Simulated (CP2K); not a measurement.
The C K edge of borylacetaldehyde was computed by TDDFT (CP2K XAS_TDP, aug-cc-pVDZ, TDA) at these levels: PBE, PBEh(45%) and PBEh(45%) + GW2X. The first three lines of C2 (bonded to B, C and 2 H) with a strength over 0.0015, energy in eV and strength:

| run | first | second | third |
| --- | --- | --- | --- |
| 1 | 281.62 (0.002) | 283.77 (0.019) | 284.50 (0.018) |
| 2 | 287.82 (0.002) | 289.97 (0.018) | 290.71 (0.017) |
| 3 | 269.30 (0.003) | 270.21 (0.002) | 271.15 (0.002) |

**Question.** Which run is which?

Run 1: PBEh(45%) (45 % exact exchange). Run 2: PBEh(45%) + GW2X (45 % exact exchange). Run 3: PBE (0 % exact exchange). Self-interaction lifts the core level, so the uncorrected lines rise with the share of exact exchange. The GW2X run keeps the spacings of its parent: 2.15 eV between the first two lines in run 2, 2.15 eV in run 1. Its shift is +6.20 eV, since the Kohn–Sham level at this share of exchange lies that far above the quasiparticle level.

[Hosts, paths, dates, database ids (printed as entryN), source tags and the programs' standing remarks are cut or masked in the printed files.]
